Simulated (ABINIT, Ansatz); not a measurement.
# LiBiB2O6 (R-3): changed settings of a GW run in ABINIT, part 2 of 2

Aim: change inputs of a GW run on LiBiB2O6 (R-3) and see what moves.

ABINIT 10.8.3; LDA and many-body steps on it, plane waves. Known limits of the many-body steps: not at the basis limit; no spin-orbit coupling; coarse k mesh.

So far. Step 3 (Base): The gap on the mesh goes from 1.29 eV to 2.72 eV, a correction of +1.42 eV. Step 4 (Broadening of the poles): Against G0W0 in ABINIT (2×2×2 mesh, 105 bands, screening to 114.3 eV, Godby-Needs plasmon pole), the gap moves by +0.000 eV.

### Step 5. Exchange cutoff of one hartree

Level of this step: G0W0 on LDA, plane waves, norm-conserving pseudopotentials (ABINIT).

The input, run.abi:

```
acell 3*1.0 Angstrom
rprim 
  2.439250647883 1.408302018200 5.224968345293
  -2.439250647883 1.408302018200 5.224968345293
  0.000000000000 -2.816604036329 5.224968345313
ntypat 4
znucl 3 5 83 8
natom 10
typat 1 2 2 3 4 4 4 4 4 4
xred 
  0.500000000000 0.500000000000 0.500000000000
  0.254532000000 0.254532000000 0.254532000000
  0.745468000000 0.745468000000 0.745468000000
  -0.000000000000 -0.000000000000 0.000000000000
  0.031291000000 0.463879000000 0.746058000000
  0.536121000000 0.253942000000 0.968709000000
  0.253942000000 0.968709000000 0.536121000000
  0.746058000000 0.031291000000 0.463879000000
  0.463879000000 0.746058000000 0.031291000000
  0.968709000000 0.536121000000 0.253942000000
pp_dirpath "pseudos"
pseudos "Li.upf, B.upf, Bi.upf, O.upf"
ecut 44
ngkpt 2 2 2
nshiftk 1
shiftk 0 0 0
kptopt 1
chksymbreak 0
istwfk *1
occopt 1
irdwfk 1
optdriver 4
nband 105
gwcalctyp 0
ecutsigx 1
symsigma 1
nkptgw 3
kptgw 
  0.5000000000 0.5000000000 0.0000000000
  0.5000000000 0.5000000000 0.5000000000
  0.0000000000 0.0000000000 0.0000000000
bdgw 
  33 36
  33 36
  33 36
ecuteps 4.2
irdscr 1
ppmodel 1
indata_prefix "in"
outdata_prefix "out"
tmpdata_prefix "tmp"
```

Launch:

```console
OMP_NUM_THREADS=1 mpirun -n 4 abinit run.abi > log
```

Output:

```text
.Version 10.8.3 of ABINIT. v10.8.2 released Aug 2026.

 Symmetries : space group R-3 (#148); Bravais hR (rhombohedral)
[... echo of the input left out ...]
== DATASET  1 ==================================================================
-   mpi_nproc: 4, omp_nthreads: 1 (-1 if OMP is not activated)

--- !DatasetInfo
iteration_state: {dtset: 1, }
dimensions: {natom: 10, nkpt: 4, mband: 105, nsppol: 1, nspinor: 1, nspden: 1, mpw: 10163, }
cutoff_energies: {ecut:  44.0, pawecutdg:  -1.0, }
electrons: {nelect:   6.80000000E+01, charge:   0.00000000E+00, occopt:   1.00000000E+00, tsmear:   1.00000000E-02, }

 SIGMA: Calculation of the GW corrections

 Based on a program developped by R.W. Godby, V. Olevano, G. Onida, and L. Reining.
 Incorporated in ABINIT by V. Olevano, G.-M. Rignanese, and M. Torrent.
.Using double precision arithmetic ; gwpc =  8

[... cell and pseudopotentials left out ...]
--------------------------------------------------------------------------------

 ==== K-mesh for the wavefunctions ====
 Number of points in the irreducible wedge :     4
[... list of points left out ...]
 Together with  6 symmetry operations and time-reversal symmetry
 yields     8 points in the full Brillouin Zone.

 ==== Q-mesh for screening function ====
 Number of points in the irreducible wedge :     4
[... list of points left out ...]
 Together with  6 symmetry operations and time-reversal symmetry
 yields     8 points in the full Brillouin Zone.

 vcoul_init : cutoff-mode = AUXILIARY_FUNCTION
 q-points for optical limit:   1
     1)      0.000010    0.000020    0.000030
 setmesh: FFT mesh size selected  =    40x   40x   40
          total number of points  =        64000

 Number of electrons calculated from density =   68.0000; Expected =   68.0000
[...]
number of plane-waves for wavefunctions         10163
 number of bands                                   105
 number of q-points in IBZ                           4
 number of frequencies                               2
 number of real frequencies                          1
 number of imag frequencies                          1

 matrix elements of self-energy operator (all in [eV])

 Perturbative Calculation

--- !SelfEnergy_ee
iteration_state: {dtset: 1, }
kpoint     : [   0.500,    0.500,    0.000, ]
spin       : 1
KS_gap     :    1.818
QP_gap     :    3.995
Delta_QP_KS:    2.176
data: !SigmaeeData |
     Band     E0 <VxcDFT>   SigX SigC(E0)      Z dSigC/dE  Sig(E)    E-E0       E
       33   2.229 -19.604 -15.956   4.017   0.819  -0.220 -13.323   6.281   8.511
       34   2.567 -19.937 -15.759   3.862   0.821  -0.219 -13.339   6.598   9.165
       35   4.385 -19.986  -8.259  -1.291   0.841  -0.189 -11.212   8.775  13.160
[...]
--- !SelfEnergy_ee
iteration_state: {dtset: 1, }
kpoint     : [   0.500,    0.500,    0.500, ]
spin       : 1
KS_gap     :    1.840
QP_gap     :    3.649
Delta_QP_KS:    1.809
data: !SigmaeeData |
     Band     E0 <VxcDFT>   SigX SigC(E0)      Z dSigC/dE  Sig(E)    E-E0       E
[...]
--- !SelfEnergy_ee
iteration_state: {dtset: 1, }
kpoint     : [   0.000,    0.000,    0.000, ]
spin       : 1
KS_gap     :    1.500
QP_gap     :    3.326
Delta_QP_KS:    1.827
data: !SigmaeeData |
     Band     E0 <VxcDFT>   SigX SigC(E0)      Z dSigC/dE  Sig(E)    E-E0       E
[...]
35   3.903 -19.159  -8.115  -1.273   0.838  -0.193 -10.971   8.187  12.091
       36   9.212 -12.692  -3.557  -3.689   0.838  -0.194  -8.129   4.562  13.774

== END DATASET(S) ==============================================================
================================================================================

 -outvars: echo values of variables after computation  --------
           etotal      0.0000000000E+00
            nband         105
             nkpt           4
          spgroup         148
 [... the other variables as echoed above ...]

 Calculation completed.
```

Elapsed: 5.5 s, on 4 MPI ranks of AMD EPYC 9R14 (Zen 4), shared host; peak memory 0.4 GiB; 21 s of CPU time.

The run ended normally, though the input holds a fault or crude settings.

The fault put into this input: exchange cutoff of one hartree. It printed a gap of 2.63 eV, an artefact of the input.

### Step 6. The runs together

Times are wall times on 4 MPI ranks of AMD EPYC 9R14 (Zen 4), shared host, good to a factor of about two. A run's time includes the screening step that it read.

| run | mesh | bands | screening cutoff (eV) | DFT gap (eV) | gap on the mesh (eV) | direct (eV) | ε∞ used | time |
| --- | --- | --- | --- | --- | --- | --- | --- | --- |
| base | 2×2×2 | 105 | 114.3 | 1.292 | 2.715 | 2.992 | 5.62 | 65 s |
| broadening of the poles | 2×2×2 | 105 | 114.3 | 1.292 | 2.715 | 2.992 | 5.62 | 65 s |

### Step 7. Summary of results

```json
{"base": "2.715 eV", "broadening of the poles": "2.715 eV", "known limits": "not at the basis limit; no spin-orbit coupling; coarse k mesh"}
```

What this shows: Broadening of the poles: no change against base (keys changed: zcut). Bands and cutoff are finite, so the gap is not at the basis limit. The miss can reach some tenths of an eV and take either sign; the mesh is an error of its own. In the first G0W0 run levels were corrected at 3 k points alone, so a gap called «on the mesh» is the least over those, and an edge elsewhere would be missed. The 2×2×2 mesh is coarse for this cell, which bears on the long-range parts of exchange and screening. Where an edge is built on 6p states of lead, bismuth or thallium, scalar-relativistic gaps usually stand too wide, by a few tenths to over one eV. The many-body steps are scalar-relativistic: spin-orbit coupling is not in them.

[Paths, hosts, dates, memory and timing lines, banners, echoed tables and standing remarks are left out of the program output.]

[Logs are printed without paths, hosts, clocks, repeated set-up lines and the standing remarks that a program may print on its own settings, such as how far it seeks lower states.]

[Runs of the session that timed out or met a known fault of the program may be left out.]

[No measured gap is set beside runs whose start may be inverted or whose files or cutoffs have a known fault.]

[Hosts, paths, dates, database ids (printed as entryN), source tags and the programs' standing remarks are cut or masked in the printed files.]

[G0W0 gaps are taken among the corrected bands and points alone; a level outside them can change the order at an edge.]

[Where Ansatz stands beside ABINIT at settings called matched, ABINIT's density can come from a denser mesh and the files from another edition; pairs whose starting gaps differed by over 0.03 eV were left out, so agreement reads better than it is.]
